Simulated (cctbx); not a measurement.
# What is wrong with this refinement?

Cell a = 7.6350 Å, b = 7.6460 Å, c = 7.6530 Å, α = 92.73°, β = 94.59°, γ = 94.52°; space group P-1 (no. 2). The compound is Sr3Co2S6.

The data are simulated with cctbx, not measured: synchrotron X-rays, λ = 0.7749 Å, to d = 0.75 Å, 70 % of the full sphere, strongest reflection 40000 counts, noise from counting, a 4 % proportional error and a noise floor of 8 counts (s.d.); no absorption, and some extinction, which the refinements don't model.

An anisotropic refinement with weights 1/σ² prints:

```text
Rint 0.019, 107 unique reflections to 2.01 A
cycle     R1     wR2    GooF  max shift (A)
   1  0.0306  0.0711   8.076   0.04266
   2  0.0059  0.0268   3.042   0.00000
final R1 0.0059 wR2 0.0268 GooF 3.042  parameters 102  data/parameter 1.0
atom        x        y        z      Ueq    occ   su(xyz)  su(Uiso or U11)
Sr1    0.88050  0.61749  0.25154   0.0310  1.000  0.00525  0.1288
Sr2    0.62267  0.24787  0.87263   0.0322  1.000  0.00745  0.1162
Sr3    0.24280  0.87704  0.61553   0.0339  1.000  0.00860  0.0844
Co1    0.25749  0.25297  0.25046   0.0313  1.000  0.00804  0.1468  NPD
Co2    0.00000  0.00000  0.00000   0.0419  1.000  0.00000  0.2924  NPD
Co3    0.50000  0.50000  0.50000   0.0473  1.000  0.00000  0.2943
S1     0.02741  0.71932  0.90409   0.0424  1.000  0.02294  0.2332
S2     0.70618  0.90790  0.02952   0.0349  1.000  0.02430  0.1369  NPD
S3     0.90536  0.03729  0.72066   0.0431  1.000  0.01366  0.1663
S4     0.53288  0.41207  0.22125   0.0396  1.000  0.02137  0.2214  NPD
S5     0.40261  0.21403  0.53603   0.0145  1.000  0.01346  0.1387  NPD
S6     0.21601  0.53847  0.40864   0.0414  1.000  0.02828  0.1832
difference map: max 0.07 min -0.06 rms 0.02
Q1    0.0000  0.5000  0.5000    1    0.07  1.85 A from S6
Q2    0.3246  0.4821  0.3456    2    0.06  1.10 A from S6
Q3    0.0820  0.2342  0.9463    2    0.06  1.51 A from S1
Q4    0.1333  0.2000  0.0000    2    0.05  1.56 A from S2
Q5    0.4035  0.3151  0.0367    2    0.05  1.76 A from S4
Q6    0.1459  0.8616  0.8250    2    0.04  1.54 A from S1
```

**Question.** Can this result stand? If not, what is the likely fault?

Mend it. The fault: data cut at low resolution. Against the right model at the same level, R1 goes from 0.0205 to 0.0059 and GooF from 1.02 to 3.04 and Co1, Co2, S2, S4 and S5 go non-positive-definite. The atoms are right, but there are too few data for the parameters: R1 flatters and the s.u.s grow. Data per parameter fall from 19.6 to 1.

The compound is Sr3Co2S6. The right model at the same level gives:

```text
Rint 0.025, 2000 unique reflections to 0.75 A
cycle     R1     wR2    GooF  max shift (A)
   1  0.0703  0.2057   4.233   0.00516
   2  0.0205  0.0495   1.020   0.00000
final R1 0.0205 wR2 0.0495 GooF 1.020  parameters 102  data/parameter 19.6
atom        x        y        z      Ueq    occ   su(xyz)  su(Uiso or U11)
Sr1    0.88032  0.61623  0.25080   0.0101  1.000  0.00004  0.0001
Sr2    0.62245  0.24814  0.87305   0.0092  1.000  0.00003  0.0001
Sr3    0.24342  0.87870  0.61459   0.0130  1.000  0.00004  0.0001
Co1    0.25610  0.25252  0.25012   0.0156  1.000  0.00005  0.0002
Co2    0.00000  0.00000  0.00000   0.0154  1.000  0.00000  0.0002
Co3    0.50000  0.50000  0.50000   0.0169  1.000  0.00000  0.0003
S1     0.02649  0.72293  0.90706   0.0170  1.000  0.00009  0.0003
S2     0.70689  0.90772  0.03331   0.0175  1.000  0.00009  0.0003
S3     0.90480  0.03934  0.71989   0.0303  1.000  0.00012  0.0004
S4     0.52965  0.40825  0.22208   0.0218  1.000  0.00011  0.0004
S5     0.40201  0.21494  0.53411   0.0099  1.000  0.00008  0.0002
S6     0.21982  0.53940  0.41014   0.0311  1.000  0.00013  0.0005
difference map: max 0.67 min -0.81 rms 0.18
Q1    0.1359  0.2815  0.6011    2    0.68  1.37 A from Sr1
Q2    0.2184  0.0788  0.6914    2    0.66  1.64 A from Sr3
Q3    0.2876  0.9778  0.7729    2    0.58  1.40 A from Sr3
Q4    0.0691  0.8096  0.7711    2    0.55  1.31 A from S1
Q5    0.2737  0.4338  0.6549    2    0.53  1.46 A from Sr1
Q6    0.2128  0.6110  0.2712    2    0.51  1.22 A from S6
```

Isotropic U is held between 0.0001 and 1 Å² by the program, and listed peak heights are interpolated, so they can pass the grid's maximum.

The model was made for the exercise: a known structure type with other elements put in, its volume estimated, not relaxed; displacement parameters are assumed.

[Middle refinement cycles are left out of these outputs.]

[Logs are printed without paths, hosts, clocks, repeated set-up lines and the standing remarks that a program may print on its own settings, such as how far it seeks lower states.]
